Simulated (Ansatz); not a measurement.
# A hypothetical structure for YFeCuSi2, part 2 of 2

This structure for YFeCuSi2 is made up. Its elements were placed in a known structure type with a cell scaled to their sizes. What cell does the guess relax to, and how far off was it?

Ansatz 0.2.0; DFT, PBEsol, plane-wave PAW, files of the set soft_1, scalar-relativistic, ferromagnetic start, cell and ions relaxed at zero pressure; PAW set soft_1 (the session's first sound run).

So far: Starting point; Relaxing cell and atoms. The relaxed cell has a = 3.916, c = 9.774 Å (conventional setting).

**3. Electronic structure of the relaxed cell**

A second self-consistent run takes a narrower smearing and the mesh shown in its input; the bands follow along the standard path of the relaxed lattice.

This step: DFT, PBEsol, plane-wave PAW, files of the set soft_1, scalar-relativistic, ferromagnetic start, bands and density of states at the relaxed cell; PAW set soft_1 (Ansatz 0.2.0).

input.yaml reads:

```yaml
crystal:
  lattice:
    - [-1.9578059412, 1.9578059412, 4.8868873304]
    - [1.9578059412, -1.9578059412, 4.8868873304]
    - [1.9578059412, 1.9578059412, -4.8868873304]
  atoms:
    - { symbol: "Y", position: [0.0, 0.0, 0.0] }
    - { symbol: Cu, position: [0.25, 0.75, 0.5] }
    - { symbol: Fe, position: [0.75, 0.25, 0.5], spin: 1.3 }
    - { symbol: Si, position: [0.3766845838, 0.3766845838, 0.0] }
    - { symbol: Si, position: [0.6233154162, 0.6233154162, 0.0] }
magnetization:
  spin_polarized: true
kpoints:
  mp_grid: { grid: [12, 12, 12] }
  band_path:
    path:
      - [[0.0, 0.0, 0.0], [0.0, 0.0, 0.5], [-0.08024993, 0.08024993, 0.5], [-0.29012496, 0.29012496, 0.29012496], [0.0, 0.0, 0.0], [0.5, 0.5, -0.5], [0.29012496, 0.70987504, -0.29012496], [0.0, 0.5, 0.0], [0.25, 0.25, 0.25], [0.5, 0.5, -0.08024993], [0.5, 0.5, -0.5]]
      - [[0.0, 0.0, 0.5], [0.25, 0.25, 0.25]]
    npoints: 7
scf:
  occupations: { method: fermi_dirac, width: 0.03 }
  n_extra_bands: 10
hamiltonian:
  xc: pbesol
  pseudopotentials: { kind: paw, azcp: { folder: soft_1 }, xc_functional: pbe }
output:
  forces: true
  stress: true
  write_bands: true
  dos: { projected: true }
  write_density: true
  write_potential: true
  elf: true
  volumetric_format: npy
```

On the command line:

```console
$ ansatz run input.yaml --threads 4 --pin off --max-ram 8192MiB --backend cpu --events-out ev --progress --plain --runs-dir out
```

Numbers of over 12 decimals in the logs are rounded to 6 here.

Output:

```text
[...]
Crystal: 5 atoms, lattice volume = 74.926 Å³
Basis set: ecut = 420 eV, 1493 PW (Γ), exchange–correlation on 80×80×80 points (8 copies of the dense FFT grid, shifted against one another)
Bands: 37, of which v1, the nominal top of the filled ones, is band 27 counted from 1 (26 counted from 0)
Symmetry: 8 space group operations
[...]
k-points: 163 of 1728 (time reversal used)
[...]
Starting moments: Σ|m| = 1.3 μB on 1 of 5 sites
[...]
SCF iter   1: F=—  HF=-16091.122076 eV  |F-HF|=—  |Δ(HF+E_count)|=         —  Δρ=3.09e-1 (↑3.09e-1 ↓3.04e-1)  dr2=2.27e2  dr2_m=1.17e0  M=0.248 μB ∫|m|=0.390 μB  β_m=0.30  ethr=3.10e-3  ⟨swp⟩=6.0  Hψ=49927  notcnv=0
[...]
SCF iter  16: F=-16078.947064 eV  HF=-16078.947064 eV  |F-HF|=1.34e-8  |Δ(HF+E_count)|=  9.75e-10  Δρ=2.56e-6 (↑1.58e-6 ↓2.56e-6)  dr2=1.34e-8  dr2_m=2.05e-10  M=1.546 μB ∫|m|=1.767 μB  ethr=3.83e-12  ⟨swp⟩=10.8  Hψ=70342  notcnv=0
SCF 1 converged in 16 iterations: F = -16078.947064 eV  dr2 = 1.34e-8
[...]
NSCF: frozen V_eff on 79 k-points
SCF converged after 16 iterations
Magnetization: 1.5459 μB (27.7730 up, 26.2270 down)
Absolute magnetization: 1.7678 μB (∫|ρ↑−ρ↓|, with the PAW one-centre terms)
[...]
Per-site moments (μB) at R_I (Å): [(0.027672, 1.245631), (0.059037, 0.955551), (1.373360, 0.955551), (-0.00999891, 0.955551), (-0.00999891, 0.955551)]
Free energy (F): -16078.947064 eV
[...]
Internal energy: -16078.938472 eV  (E = F + TS)
E sigma→0 (E₀):  -16078.942768 eV
Entropy (-TS):   -0.008592 eV (-1.718 meV/atom)
Fermi energy:    13.424675 eV
[...]
--- Forces (eV/Å), atoms counted from 1 ---
  atom   1  Y      0.00000000    -0.00000000     0.00000000
  atom   2  Cu     0.00000000     0.00000000     0.00000000
  atom   3  Fe    -0.00000000    -0.00000000     0.00000000
  atom   4  Si     0.00000000     0.00000000    -0.00394160
  atom   5  Si    -0.00000000     0.00000000     0.00394160
  max |Σ_I F_I| component: 1.39e-17 eV/Å
--- Stress (GPa, compression-positive) ---
        0.109428       0.000000       0.000000
        0.000000       0.109428       0.000000
       -0.000000       0.000000      -0.001191
  P = ⅓ Tr σ = 0.0726 GPa (0.726 kbar)
--- Band table (eV; the first three rows and the last of 326) ---
  k-point 0 ↑: bands = [... 23 lower, 12.0109, 12.0109, 12.0631, 12.1603, 12.7745, 15.1672, 15.1672, 16.3594, ... 6 higher]
  k-point 1 ↑: bands = [... 23 lower, 11.6563, 12.0481, 12.1223, 12.4945, 12.7226, 14.3623, 15.4803, 16.8662, ... 6 higher]
  k-point 2 ↑: bands = [... 23 lower, 11.6540, 11.9852, 12.2196, 12.6023, 12.6666, 13.5721, 16.2657, 17.2475, ... 6 higher]
  k-point 162 ↓: bands = [... 23 lower, 12.6992, 12.6992, 13.2569, 13.7989, 14.2559, 16.2854, 16.5573, 16.5573, ... 6 higher]
```

Elapsed: 52 s, on 4 threads of Arm Neoverse V2, shared host; peak memory 0.91 GiB.

Numbers from this step:

```
free energy             : -16078.9471 eV
energy at zero smearing : -16078.9428 eV
smearing term TS        : 0.008592 eV
Fermi energy            : 13.42 eV
magnetization           : 1.546 μB
absolute magnetization  : 1.768 μB
site moments            : 0.02767, 0.05904, 1.373, -0.009999, -0.009999 μB
pressure                : 0.07256 GPa
```

bands.tsv at the labelled points (eV, zero at the Fermi level; the bands that come nearest the Fermi level along the path):

| point | band_25_up | band_26_up | band_27_up | band_28_up | band_24_dn | band_25_dn | band_26_dn | band_27_dn |
| --- | --- | --- | --- | --- | --- | --- | --- | --- |
| Γ | -1.36 | -1.26 | -0.65 | 1.74 | -1.03 | -0.55 | -0.08 | 0.30 |
| X | -1.57 | -1.07 | -0.97 | -0.46 | -0.89 | -0.79 | -0.29 | 0.33 |
| Y | -1.37 | -0.93 | -0.82 | -0.33 | -0.89 | -0.68 | -0.21 | 0.42 |
| S | -0.48 | -0.44 | -0.07 | 1.85 | -0.47 | -0.06 | 0.19 | 0.57 |
| Γ | -1.36 | -1.26 | -0.65 | 1.74 | -1.03 | -0.55 | -0.08 | 0.30 |
| Z | -1.10 | -0.22 | 0.21 | 2.78 | -0.73 | -0.17 | 0.37 | 0.83 |
| S1 | -0.48 | -0.44 | -0.07 | 1.85 | -0.47 | -0.06 | 0.19 | 0.57 |
| N | -1.16 | -0.39 | 0.76 | 1.42 | -0.55 | -0.24 | 0.35 | 0.95 |
| P | -1.49 | -1.09 | -0.97 | -0.43 | -1.28 | -0.59 | -0.29 | 0.33 |
| Y1 | -1.37 | -0.93 | -0.82 | -0.33 | -0.89 | -0.68 | -0.21 | 0.42 |
| Z | -1.10 | -0.22 | 0.21 | 2.78 | -0.73 | -0.17 | 0.37 | 0.83 |
| X | -1.57 | -1.07 | -0.97 | -0.46 | -0.89 | -0.79 | -0.29 | 0.33 |
| P | -1.49 | -1.09 | -0.97 | -0.43 | -1.28 | -0.59 | -0.29 | 0.33 |

Site moment by atom:

| atom | site moment (μB) |
| --- | --- |
| Y1 | 0.03 |
| Cu2 | 0.06 |
| Fe3 | 1.37 |
| Si4 | -0.01 |
| Si5 | -0.01 |

Spin density in the ac plane of the conventional cell at fractional y = 0.000, with atoms of Y and Cu and Fe and Si within 0.2 Å of it.

Ten even steps from '0' (0.0 e/Å³) to '9' (2.4 e/Å³), each cell a mean:
```
00000000000000
00000000000000
00000000000000
00000000000000
00000023100000
00000279510000
00000157300000
00000011000000
00000000000000
00000000000000
00000000000000
00000000000000
00000000000000
00000000000000
00000000000000
00000000000000
00000000000000
00000001000000
00000000000000
00000000000000
00000000000000
00000000000000
00000000000000
00000000000000
```
Columns run along a (3.9 Å), rows up along c (9.8 Å), edges of the conventional cell, whose origin can differ from the input's. Atoms in or near the plane, at fractional coordinates: Y at (0.00, 0.00), Cu at (0.50, 0.25), Fe at (0.50, 0.75), Si at (0.00, 0.38), Si at (0.00, 0.62).

Electrostatic potential energy in the ac plane of the conventional cell at fractional y = 0.000, with atoms of Y and Cu and Fe and Si within 0.2 Å of it. With pseudopotentials it is smooth inside the atoms' cores, unlike the true potential.

Ten even steps from '_' (-45 eV) to '@' (16 eV), each cell a mean:
```
____::**%%@@@@@@@@@@##==..__
::--++%%@@@@@@@@@@@@%%##++--
##%%%%@@@@@@@@@@@@@@@@@@%%##
@@@@@@@@@@%%####%%@@@@@@@@@@
@@@@@@@@##==::::--++%%@@@@@@
@@@@@@%%++..______--##@@@@@@
##%%%%%%**::____..--##%%%%%%
====**%%%%**====++##%%##++==
##====##@@@@@@@@@@@@%%**==**
**====##@@@@@@@@@@@@@@**==++
==++##@@@@@@@@@@@@@@@@%%**++
%%%%@@@@@@@@@@@@@@@@@@@@@@%%
####%%@@@@@@@@@@@@@@@@@@%%##
====**%%@@@@@@@@@@@@@@##++==
%%++==##@@@@@@@@@@@@%%++--**
++====##%%%%%%##%%%%%%**====
++**##%%##==::..--**%%%%##++
@@@@@@%%++..______::##@@@@@@
@@@@@@@@**::______--%%@@@@@@
@@@@@@@@%%**====++##@@@@@@@@
@@@@@@@@@@@@@@@@@@@@@@@@@@@@
****##%%@@@@@@@@@@@@@@%%##**
..::==##%%@@@@@@@@@@%%**--..
____::++%%@@@@@@@@@@##==..__
```
Columns run along a (3.9 Å; values clipped at the 3rd and 97th percentile), rows up along c (9.8 Å), edges of the conventional cell, whose origin can differ from the input's. Atoms in or near the plane, at fractional coordinates: Y at (0.00, 0.00), Cu at (0.50, 0.25), Fe at (0.50, 0.75), Si at (0.00, 0.38), Si at (0.00, 0.62).

Valence density in the ac plane of the conventional cell at fractional y = 0.000, with atoms of Y and Cu and Fe and Si within 0.2 Å of it. It is the smooth field of the valence electrons, not physical close to the nuclei.

Values in e/Å³, 24 rows by 14 columns, each cell a mean:
```
 3  3  2  1  0  0  0  0  0  0  0  1  3  3
 2  2  1  0  0  0  0  0  0  0  0  1  1  2
 0  0  0  0  0  0  0  0  0  0  0  0  0  0
 0  0  0  0  0  0  1  1  0  0  0  0  0  0
 0  0  0  0  1  2  6  7  4  1  0  0  0  0
 0  0  0  0  1  8 20 26 15  4  1  0  0  0
 0  0  0  0  1  6 15 19 11  3  1  0  0  0
 0  0  0  0  1  1  2  3  2  1  1  0  0  0
 0  0  0  0  0  0  0  0  0  0  0  0  0  0
 0  0  0  0  0  0  0  0  0  0  0  0  0  0
 0  0  0  0  0  0  0  0  0  0  0  0  0  0
 0  0  0  0  0  0  0  0  0  0  0  0  0  0
 0  0  0  0  0  0  0  0  0  0  0  0  0  0
 0  0  0  0  0  0  0  0  0  0  0  0  0  0
 0  0  0  0  0  0  0  0  0  0  0  0  0  0
 0  0  0  0  0  0  1  1  1  0  0  0  0  0
 0  0  0  0  1  2  6  8  4  1  1  0  0  0
 0  0  0  0  1  8 35 54 22  4  1  0  0  0
 0  0  0  0  1  5 22 34 14  3  1  0  0  0
 0  0  0  0  0  1  2  2  1  1  0  0  0  0
 0  0  0  0  0  0  0  0  0  0  0  0  0  0
 1  1  0  0  0  0  0  0  0  0  0  0  0  1
 3  2  1  0  0  0  0  0  0  0  0  1  2  3
 3  3  2  1  0  0  0  0  0  0  0  1  3  3
```
Columns run along a (3.9 Å), rows up along c (9.8 Å), edges of the conventional cell, whose origin can differ from the input's. Atoms in or near the plane, at fractional coordinates: Y at (0.00, 0.00), Cu at (0.50, 0.25), Fe at (0.50, 0.75), Si at (0.00, 0.38), Si at (0.00, 0.62).

**4. Outcome**

- space group, relaxed: I-4m2
- conventional cell: a = 3.916, b = 3.916, c = 9.774 Å; α = 90.0°, β = 90.0°, γ = 90.0°
- volume per atom: 14.99 Å³ (guess 14.99)
- total moment: 1.50 μB in the cell of 5 atoms

What this shows: YFeCuSi2 relaxes to I-4m2 with a = 3.916, b = 3.916 and c = 9.774 Å. The guessed volume was near the relaxed one. The space group I-4m2 was held in the relaxation, so the end point is a stationary structure within it and may be a saddle against distortions or other arrangements. The input starts from parallel moments, and no other start was typed. Bands cross the Fermi level, so it is a metal or semimetal at this level. On the 12×12×12 mesh with the narrower smearing (relaxed on 10×10×10) the largest force component is 0.004 eV/Å and the largest stress component is 0.109 GPa, against the relaxation's thresholds of 0.015 eV/Å and 0.05 GPa. The cutoff wasn't tested. No dispersion term is used, so weakly bound directions may come out too long. Nothing here tests whether the compound is stable against decomposition.

[Logs are printed without paths, hosts, clocks, repeated set-up lines and the standing remarks that a program may print on its own settings, such as how far it seeks lower states.]

[Hosts, paths, dates, database ids (printed as entryN), source tags and the programs' standing remarks are cut or masked in the printed files.]
